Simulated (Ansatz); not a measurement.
# Simulated XPS, UPS and emission spectra of Al2Cu, part 3 of 3

What would valence photoemission of Al2Cu look like, and what sets its shape?

Ansatz 0.2.0; DFT, PBEsol, plane-wave PAW, default files, scalar-relativistic (the session's first sound run).

So far. Step 2 (The base run): At this lattice the functional leaves a pressure of -3.6 GPa, which narrows the bands against the functional's own equilibrium. At the Fermi level the DOS is 2.02 states/eV a cell, and on the broadened curves Al 3p holds 58 % of the total there.

### Step 5. A coarser DOS mesh

This step: DFT, PBEsol, plane-wave PAW, default files, scalar-relativistic (Ansatz 0.2.0).

A coarser mesh is cheaper; this run shows what it does to the DOS. The DOS is also smeared by Gaussians here, in place of tetrahedra.

File input.yaml:

```yaml
crystal:
  lattice:
    - [-3.0335, 3.0335, 2.4385]
    - [3.0335, -3.0335, 2.4385]
    - [3.0335, 3.0335, -2.4385]
  atoms:
    - { symbol: Cu, position: [0.25, 0.25, 0.0] }
    - { symbol: Cu, position: [0.75, 0.75, 0.0] }
    - { symbol: Al, position: [0.3419, 0.1581, 0.5] }
    - { symbol: Al, position: [0.8419, 0.3419, 0.1838] }
    - { symbol: Al, position: [0.6581, 0.8419, 0.5] }
    - { symbol: Al, position: [0.1581, 0.6581, 0.8162] }
kpoints:
  mp_grid: { grid: [10, 10, 10] }
scf:
  occupations: { method: fermi_dirac, width: 0.05 }
  n_extra_bands: 16
hamiltonian:
  xc: pbesol
  pseudopotentials: { kind: paw }
output:
  forces: true
  stress: true
  dos:
    projected: true
    de: 0.05
    e_range: [-36, 12]
    nscf_kmesh: { grid: [6, 6, 6] }
    method: { smearing: { sigma: 0.1, scheme: gaussian } }
```

Run with:

```
$ ansatz run input.yaml --threads 2 --pin off --max-ram 4096MiB --backend cpu --events-out ev --progress --plain --runs-dir out
```

Numbers of over 12 decimals in the logs are rounded to 6 here.

What it wrote:

```text
[...]
Crystal: 6 atoms, lattice volume = 89.758 Å³
Basis set: ecut = 420 eV, 1729 PW (Γ), exchange–correlation on 72×72×72 points (8 copies of the dense FFT grid, shifted against one another)
Bands: 41, of which v1, the nominal top of the filled ones, is band 25 counted from 1 (24 counted from 0)
Symmetry: 16 space group operations
[...]
k-points: 102 of 1000
[...]
SCF iter   1: F=—  HF=-15276.768909 eV  |F-HF|=—  |Δ(HF+E_count)|=         —  Δρ=4.76e-3  dr2=1.27e-2  ethr=1.77e-3  ⟨swp⟩=6.0  Hψ=19080  notcnv=0  defer=524
[...]
SCF iter   6: F=-15276.763355 eV  HF=-15276.763355 eV  |F-HF|=1.25e-8  |Δ(HF+E_count)|=   1.53e-7  Δρ=4.83e-6  dr2=2.04e-8  ethr=2.00e-10  ⟨swp⟩=11.0  Hψ=23528  notcnv=0
SCF 1 converged in 6 iterations: F = -15276.763355 eV  dr2 = 2.04e-8
[...]
SCF converged after 6 iterations
Free energy (F): -15276.763355 eV
[...]
Internal energy: -15276.747403 eV  (E = F + TS)
E sigma→0 (E₀):  -15276.755379 eV
Entropy (-TS):   -0.015952 eV (-2.659 meV/atom)
Fermi energy:    10.199571 eV
[...]
--- Forces (eV/Å), atoms counted from 1 ---
  atom   1  Cu     0.00000000    -0.00000000     0.00000000
  atom   2  Cu     0.00000000     0.00000000     0.00000000
  atom   3  Al     0.06837124    -0.06837124     0.00000000
  atom   4  Al    -0.06837124    -0.06837124     0.00000000
  atom   5  Al    -0.06837124     0.06837124     0.00000000
  atom   6  Al     0.06837124     0.06837124     0.00000000
  max |Σ_I F_I| component: 2.78e-17 eV/Å
--- Stress (GPa, compression-positive) ---
       -3.524138      -0.000000       0.000000
       -0.000000      -3.524138       0.000000
       -0.000000      -0.000000      -3.611389
  P = ⅓ Tr σ = -3.5532 GPa (-35.532 kbar)
--- Band table (eV; the first three rows and the last of 102) ---
  k-point 0: bands = [... 21 lower, 8.2168, 8.8434, 9.0373, 9.0373, 9.4076, 9.8492, 10.2708, 11.6538, ... 12 higher]
  k-point 1: bands = [... 21 lower, 8.6498, 8.6616, 8.7235, 9.1307, 9.5288, 10.1435, 10.7170, 11.8933, ... 12 higher]
  k-point 2: bands = [... 21 lower, 8.2353, 8.2390, 8.8500, 9.3140, 9.4307, 11.3459, 11.6024, 12.5019, ... 12 higher]
  k-point 101: bands = [... 21 lower, 7.0528, 7.0528, 8.4420, 12.7212, 13.1357, 13.1357, 13.5556, 14.2000, ... 12 higher]
```

Wall time 14 s (2 threads of AMD EPYC 7R43, shared host); peak memory 0.61 GiB; 27 s of CPU time.

Numbers from this step:

```
free energy                                    : -15276.7634 eV
energy at zero smearing                        : -15276.7554 eV
smearing term TS                               : 0.01595 eV
Fermi energy                                   : 10.20 eV
pressure                                       : -3.553 GPa
share of occupied states in no projected shell : 0.0099 of the occupied states in the window
DOS at the Fermi level                         : 2.464 states/eV/cell
```

The DOS has structure finer than the step of the table below, so its rows give means over 0.5 eV, whole bins alone (the curve runs from -12.3 to 9.47 eV). Peaks (eV: height): total -3.92: 18.6, -3.02: 10.4, 6.28: 4.85, 7.38: 5.29; Cu 3d -3.92: 17.0, -3.12: 8.76; Al 3p -0.42: 2.30, 4.08: 2.18, 6.28: 2.99, 7.47: 2.75; Al 3s -7.72: 1.01, -5.22: 1.05, -0.03: 0.906, 4.08: 0.994; Cu 4s -7.72: 0.341, 2.17: 0.470, 5.38: 0.387, 7.58: 0.457.

* holds the states left over by the projection beside any projected weight of its own. The DOS by E, zero at the Fermi level; means over each step; values in states/eV/cell:

```tsv
E (eV)	total	Cu 3d	Al 3p	Al 3s	Cu 4s	Cu 4p*
-11.5	0	0	0	0	0	0
-11.0	0.00258	0	0	0.00143	0.00115	0
-10.5	0.234	5.4e-5	0.0335	0.114	0.0870	2.5e-4
-10.0	0.487	6.8e-4	0.143	0.201	0.142	8.4e-4
-9.5	0.592	0.00180	0.222	0.220	0.146	0.00135
-9.0	0.927	0.00744	0.420	0.306	0.191	0.00302
-8.5	0.882	0.0109	0.427	0.287	0.153	0.00363
-8.0	0.999	0.0250	0.510	0.309	0.150	0.00541
-7.5	1.39	0.0510	0.719	0.449	0.162	0.00879
-7.0	1.12	0.0702	0.584	0.335	0.123	0.00778
-6.5	1.78	0.200	0.881	0.539	0.145	0.0152
-6.0	1.94	0.337	0.892	0.537	0.157	0.0174
-5.5	2.52	1.01	0.830	0.553	0.110	0.0198
-5.0	5.57	3.79	0.937	0.649	0.169	0.0299
-4.5	7.44	5.99	0.912	0.316	0.197	0.0305
-4.0	14.1	12.6	1.04	0.247	0.169	0.0525
-3.5	7.97	6.80	0.723	0.305	0.0804	0.0634
-3.0	7.05	5.29	1.14	0.462	0.101	0.0607
-2.5	2.74	0.982	1.22	0.429	0.0549	0.0552
-2.0	1.83	0.497	0.974	0.250	0.0678	0.0410
-1.5	2.27	0.389	1.32	0.384	0.105	0.0751
-1.0	2.35	0.323	1.35	0.512	0.0732	0.0864
-0.5	2.59	0.288	1.60	0.483	0.112	0.100
0.0	1.87	0.188	1.03	0.497	0.0694	0.0849
0.5	1.07	0.0646	0.694	0.172	0.0515	0.0846
1.0	2.53	0.148	1.51	0.562	0.0946	0.213
1.5	2.22	0.147	1.16	0.595	0.136	0.185
2.0	1.26	0.0756	0.554	0.267	0.234	0.130
2.5	3.11	0.142	1.45	0.790	0.369	0.354
3.0	2.30	0.0730	1.24	0.474	0.163	0.350
3.5	2.58	0.0744	1.27	0.609	0.192	0.438
4.0	3.30	0.0778	1.67	0.676	0.284	0.592
4.5	1.98	0.0322	0.970	0.347	0.214	0.421
5.0	3.18	0.0519	1.66	0.570	0.229	0.663
5.5	2.36	0.0313	1.08	0.402	0.231	0.620
6.0	2.39	0.0280	1.33	0.234	0.123	0.678
6.5	3.71	0.0395	1.89	0.364	0.258	1.16
7.0	2.07	0.0164	1.01	0.231	0.112	0.700
7.5	4.26	0.0343	2.29	0.340	0.398	1.20
8.0	3.32	0.0176	1.70	0.160	0.254	1.19
8.5	2.23	0.0123	1.17	0.0650	0.128	0.858
9.0	2.56	0.00718	0.632	0.0840	0.188	1.65
```

Maxima picked by a test of local sharpness, so broad peaks and shoulders can be missing; peaks within 0.45 eV of a curve's cut are left out. Valence peaks, by row:

```tsv
photon energy (eV)	binding energy (eV)	height (% of the maximum within 13 eV)	main shell	its share (%)
21.2	3.9	100	Cu 3d	98.42
21.2	3.15	55.79	Cu 3d	96.52
21.2	1.75	8.449	Cu 3d	73.15
21.2	1.1	6.243	Cu 3d	61.38
21.2	0.4	6.229	Cu 3d	52.07
100	3.9	100	Cu 3d	99.17
100	3.15	55.19	Cu 3d	98.32
100	1.75	7.431	Cu 3d	83.81
100	1.15	5.053	Cu 3d	77.01
100	0.4	4.79	Cu 3d	68.23
1487	3.9	100	Cu 3d	97.76
1487	3.15	56.16	Cu 3d	95.23
1487	1.7	9.084	Cu 3d	66.09
1487	1.1	6.908	Cu 3d	55.1
1487	0.4	7.037	Cu 3d	45.78
9252	9.6	22.28	Cu 4s	54.18
9252	8.8	28.09	Cu 4s	51.39
9252	7.7	34	Al 3s	55.16
9252	6.2	41.1	Al 3s	60.3
9252	3.9	100	Cu 3d	74.27
9252	3.1	69.05	Cu 3d	57.95
9252	2.45	35.62	Al 3s	56.71
9252	1.7	36.08	Al 3s	52.26
9252	0.85	33.51	Al 3s	66.13
9252	0.4	39.54	Al 3s	63.3
```

Spectra as before, but with a recipe of its own (widths, and in some runs the light), which changes peak heights and what is resolved: Gaussian 0.2 eV, Lorentzian 0.05 eV plus 0.05 times the binding energy, unpolarised light, analyser at 90°, Fermi edge at 300 K; some photon energies differ too.

The two runs compared:

```tsv
quantity	this run	base run	difference
DOS at the Fermi level (states/eV/cell)	2.4637	2.0223	0.441
```

### Step 6. Other settings

This step: DFT, PBEsol, plane-wave PAW, default files, scalar-relativistic; changed: scf.initial_density.chi_scale = 0.3, crystal.symmetry = {"detect": false} (Ansatz 0.2.0).

Other settings are tried.

input.yaml, as its differences from that of step 5:

```diff
@@ -12,2 +12,3 @@
     - { symbol: Al, position: [0.1581, 0.6581, 0.8162] }
+  symmetry: { detect: false }
 kpoints:
@@ -17,2 +18,3 @@
   n_extra_bands: 16
+  initial_density: { chi_scale: 0.3 }
 hamiltonian:
@@ -27,3 +29,2 @@
     e_range: [-36, 12]
-    nscf_kmesh: { grid: [6, 6, 6] }
-    method: { smearing: { sigma: 0.1, scheme: gaussian } }
+    nscf_kmesh: { grid: [16, 16, 16] }
```

What it wrote:

```text
scf.n_extra_bands = 16 over 25 filled bands (N_el = 50.0): the run solves 41 bands
Engine: ansatz 0.2.0, x86_64-unknown-linux-gnu
Pseudopotentials: kind: paw
Pseudopotential: Cu, paw, valence charge 19, recommended cutoff 420 eV (normal), Cu.paw.azcp
Pseudopotential: Al, paw, valence charge 3, recommended cutoff 420 eV (normal), Al.paw.azcp
Functional definition: PBEsol
  exchange = pbesol_x
  correlation = pbesol_c
Crystal: 6 atoms, lattice volume = 89.758 Å³
Basis set: ecut = 420 eV, 1729 PW (Γ), exchange–correlation on 72×72×72 points (8 copies of the dense FFT grid, shifted against one another)
Bands: 41, of which v1, the nominal top of the filled ones, is band 25 counted from 1 (24 counted from 0)
Symmetry: 1 space group operations
k-points: 504 of 1000 (time reversal used)
Non-local potential: Cu, projectors of the file, l = 0: 3, l = 1: 2, l = 2: 3, l = 3: 1
Non-local potential: Al, projectors of the file, l = 0: 2, l = 1: 2, l = 2: 1
PAW form: soft (Blöchl's): semilocal exchange-correlation on the pseudo side does not see the compensation charge
PAW frozen core: Cu, regenerated for the run's functional, and the local potential with it (the file was generated under x = pbe(κ = 0.804, μ = 0.219515), c = pbe(β = 0.066725))
PAW frozen core: Al, regenerated for the run's functional, and the local potential with it (the file was generated under x = pbe(κ = 0.804, μ = 0.219515), c = pbe(β = 0.066725))
PAW one-centre angular grid: Cu, 590 points (default); XC on 64 Gauss nodes
PAW one-centre angular grid: Al, 110 points (default); XC on 64 Gauss nodes
Initial density: superposition of atomic densities (chi_scale 0.3, normalization cell, long waves kept (reshape's long-wave potential 0.00 eV rms))
Initial wavefunctions: pseudopotential atomic-orbital guess
Functional: x = pbesol(κ = 0.804, μ = 0.123457), c = pbesol(β = 0.046)
SCF iter   1: F=—  HF=-15290.948568 eV  |F-HF|=—  |Δ(HF+E_count)|=         —  Δρ=4.96e-1  dr2=1.85e2  ethr=3.10e-3  ⟨swp⟩=6.2  Hψ=95741  notcnv=0  defer=2023
preconditioner: auto → Kerker (q_TF=auto, 2.475 Å⁻¹)  [metal: Δε(μ)=0.002 eV  Ē_g=8.786 eV  σ=0.050 eV  W_gap=0.01  n_scr=16 (ndim 8)  ℏωp=22.9 eV  f_vac=0.000  D(μ)=6.81/eV (n_scr^D=70)]
SCF iter   2: F=—  HF=-15281.186762 eV  |F-HF|=—  |Δ(HF+E_count)|=    9.76e0  Δρ=2.29e-1  dr2=4.56e1  ethr=3.10e-3  ⟨swp⟩=2.4  Hψ=41887  notcnv=0  defer=3897
SCF iter   3: F=—  HF=-15277.659258 eV  |F-HF|=—  |Δ(HF+E_count)|=    3.53e0  Δρ=7.83e-2  dr2=6.71e0  ethr=3.10e-3  ⟨swp⟩=2.0  Hψ=33715  notcnv=0  defer=4026
SCF iter   4: F=—  HF=-15276.918018 eV  |F-HF|=—  |Δ(HF+E_count)|=   7.41e-1  Δρ=2.65e-2  dr2=8.81e-1  ethr=3.10e-3  ⟨swp⟩=2.0  Hψ=28368  notcnv=0  defer=4143
SCF iter   5: F=—  HF=-15276.772451 eV  |F-HF|=—  |Δ(HF+E_count)|=   1.46e-1  Δρ=7.22e-3  dr2=6.71e-2  ethr=1.76e-3  ⟨swp⟩=2.1  Hψ=24038  notcnv=0  defer=4143
SCF iter   6: F=—  HF=-15276.763715 eV  |F-HF|=—  |Δ(HF+E_count)|=   8.74e-3  Δρ=1.19e-3  dr2=1.29e-3  ethr=1.34e-4  ⟨swp⟩=2.1  Hψ=28478  notcnv=0  defer=4263
SCF iter   7: F=—  HF=-15276.763401 eV  |F-HF|=—  |Δ(HF+E_count)|=   3.13e-4  Δρ=5.35e-4  dr2=2.64e-4  ethr=2.58e-6  ⟨swp⟩=1.9  Hψ=20814  notcnv=0  defer=4263
SCF iter   8: F=—  HF=-15276.763361 eV  |F-HF|=—  |Δ(HF+E_count)|=   3.97e-5  Δρ=1.93e-4  dr2=2.67e-5  ethr=5.28e-7  ⟨swp⟩=1.1  Hψ=16442  notcnv=0  defer=4263
SCF iter   9: F=—  HF=-15276.763356 eV  |F-HF|=—  |Δ(HF+E_count)|=   5.56e-6  Δρ=8.36e-5  dr2=4.76e-6  ethr=5.34e-8  ⟨swp⟩=2.3  Hψ=23087  notcnv=0  defer=4263
SCF iter  10: F=—  HF=-15276.763355 eV  |F-HF|=—  |Δ(HF+E_count)|=   8.15e-7  Δρ=2.93e-5  dr2=6.37e-7  ethr=9.52e-9  ⟨swp⟩=2.2  Hψ=21831  notcnv=0  defer=4263
SCF iter  11: F=-15276.763355 eV  HF=-15276.763355 eV  |F-HF|=3.72e-9  |Δ(HF+E_count)|=   1.05e-7  Δρ=2.61e-6  dr2=4.51e-9  ethr=2.00e-10  ⟨swp⟩=11.1  Hψ=108694  notcnv=0
SCF 1 converged in 11 iterations: F = -15276.763355 eV  dr2 = 4.51e-9
[...]
NSCF: frozen V_eff on 2052 k-points
```

Wall time 5.7 min (2 threads); peak memory 3.1 GiB.

The run was cut off at the time limit after its SCF cycle had converged; no result of it is taken.

### Step 7. Another try

In this try the input is made faulty on purpose, to show what that does.

This step: DFT, PBEsol, plane-wave PAW, default files, scalar-relativistic; changed: hamiltonian.hubbard = {"sites": [{"species": "Cu", "l": "f", "u_eff": 4.0}]}, scf.max_iter = 60 (Ansatz 0.2.0).

input.yaml, as its differences from that of step 6:

```diff
@@ -12,3 +12,2 @@
     - { symbol: Al, position: [0.1581, 0.6581, 0.8162] }
-  symmetry: { detect: false }
 kpoints:
@@ -18,3 +17,3 @@
   n_extra_bands: 16
-  initial_density: { chi_scale: 0.3 }
+  max_iter: 60
 hamiltonian:
@@ -22,2 +21,3 @@
   pseudopotentials: { kind: paw }
+  hubbard: { sites: [{ species: Cu, l: f, u_eff: 4.0 }] }
 output:
```

What it wrote:

```text
Error: inconsistent input (hamiltonian.hubbard.sites[].l, hamiltonian.hubbard.sites[].shell): the file of Cu doesn't list 4f, and it can't be added: PBE doesn't bind the shell 4f of the free atom, whose level lies at +1.10 eV. Type an atom or ion with it (hamiltonian.pseudopotentials.projection_atoms), take another file or name another shell
```

Run time: 0.23 s. Hardware: 2 threads; peak memory 0.1 GiB.

The program refused the input before any cycle.

The program's message: “Error: inconsistent input (hamiltonian.hubbard.sites[].l, hamiltonian.hubbard.sites[].shell): the file of Cu doesn't list 4f, and it can't be added: PBE doesn't bind the shell 4f of the free atom, who …”

The change that led to it: hamiltonian.hubbard.

### Step 8. What came out

* least gap on the mesh and the path: under 0.05 eV or none
* strongest listed peak within 13 eV of the zero, at 1486.7 eV: 4.0 eV binding, mostly Cu 3d
* strongest listed peak within 13 eV of the zero, at 21.2 eV: 4.0 eV binding, mostly Cu 3d
* Cu 3d centre of the filled part: -3.96 eV (9.7 states an atom)
* PBEsol (45 s on 2 threads): no clear gap, highest Al Kα peak within 13 eV at 4.0 eV (Cu 3d)
* RPBE (46 s on 2 threads): no clear gap, highest Al Kα peak within 13 eV at 4.0 eV (Cu 3d)
* LDA (43 s on 2 threads): no clear gap, highest Al Kα peak within 13 eV at 4.0 eV (Cu 3d)
* coarse-dos (14 s on 2 threads): no clear gap, highest Al Kα peak within 13 eV at 3.9 eV (Cu 3d)

What this shows: Al2Cu is without a gap at the base level, and its valence spectrum changes with photon energy as the shells' cross sections do. At 21.2 eV the valence spectrum has its highest listed peak within 10.8 eV at 4.0 eV (Cu 3d). At 1486.7 eV the valence spectrum has its highest listed peak within 11.8 eV at 4.0 eV (Cu 3d). The shell named is the one with most of the intensity, cross sections included, not always the one with most states there. In the main run, from 1486.7 eV towards hard X-rays the Al 3s share grows by 29 points, as its cross section falls more slowly with photon energy than those of the shells it gains on. At 21.2 eV the area is led by Cu 3d (84 %), at 5950 eV by Al 3s (41 %), since cross sections fall faster with photon energy for shells of higher angular momentum. Kohn–Sham levels aren't quasiparticle energies, so peak positions are approximate. Semilocal functionals underbind filled localised shells, so the Cu 3d peak should lie deeper in a measurement, and spin–orbit coupling splits d and f lines of heavy atoms. Each run has its own recipe for the spectra (widths, photon energies, in some runs the light), so peak heights and places can differ between runs for that reason too.

[Logs are printed without paths, hosts, clocks, repeated set-up lines and the standing remarks that a program may print on its own settings, such as how far it seeks lower states.]

[Hosts, paths, dates, database ids (printed as entryN), source tags and the programs' standing remarks are cut or masked in the printed files.]

[Maps of the electrostatic potential energy from Ansatz leave out the sawtooth potential of an applied field or a dipole correction, so their vacuum need not be flat; work functions include it.]

[Peak lists hold at most the 14 tallest peaks of each spectrum; further lines can be left out.]
